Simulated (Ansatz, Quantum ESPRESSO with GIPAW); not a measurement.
# From a field gradient to a quadrupolar line: 17O in K3SO4F

A plane-wave PAW calculation (PBEsol, Ansatz) gives this electric field gradient, in 10²¹ V/m² and Cartesian axes, at one O site of K3SO4F (atom 6; non-bridging on S; 4 neighbours; site symmetry 3m):

```
      0.0000        6.5561        6.5561
      6.5561        0.0000        6.5561
      6.5561        6.5561        0.0000
```

17O has spin 5/2, Q = -0.02558 barn and |γ|/2π = 5.7742 MHz/T. The cell is the P-43m form of a database entry, atoms relaxed, static and at 0 K. 

**Task.** Find C_Q, η_Q and ν_Q, and the shift and width of the central transition under fast MAS at 11.7 T and 14.1 T.

1. The tensor is symmetric and traceless. Its eigenvalues, ordered by size, are V_xx = -6.5561, V_yy = -6.5561 and V_zz = 13.1122.

2. η_Q = (V_xx − V_yy)/V_zz = 0.000.

3. C_Q = eQV_zz/h. One unit of 10²¹ V/m² with one barn gives 24.18 MHz, so C_Q = 24.18 × −0.02558 × 13.1122 = -8.110 MHz. A spectrum shows its size, not its sign.

4. ν_Q = 3C_Q/[2I(2I−1)] = 1.217 MHz in size, and P_Q = |C_Q|√(1 + η²/3) = 8.110 MHz.

5. The resonances lie at ν0 = 67.56 and 81.42 MHz, so ν_Q/ν0 is 0.018 at most and second order holds. The centre of gravity moves by δ_Q = −(3/40)(P_Q/ν0)² F × 10⁶ ppm, with F = [I(I+1) − 3/4]/[I²(2I−1)²] = 0.08: -86.5 ppm at 11.7 T and -59.5 ppm at 14.1 T.

6. Summing the second-order term over orientations gives a full width of 185 ppm (13 kHz) and 128 ppm (10 kHz). In ppm both fall as 1/B²: (11.7/14.1)² = 0.689. The spinning rate must pass the static width for this shape to show cleanly.

[Banner, clock, file and message-heading lines were taken out of the pw.x and gipaw.x logs.]

[Logs are printed without paths, hosts, clocks, repeated set-up lines and the standing remarks that a program may print on its own settings, such as how far it seeks lower states.]

[Hosts, paths, dates, database ids (printed as entryN), source tags and the programs' standing remarks are cut or masked in the printed files.]
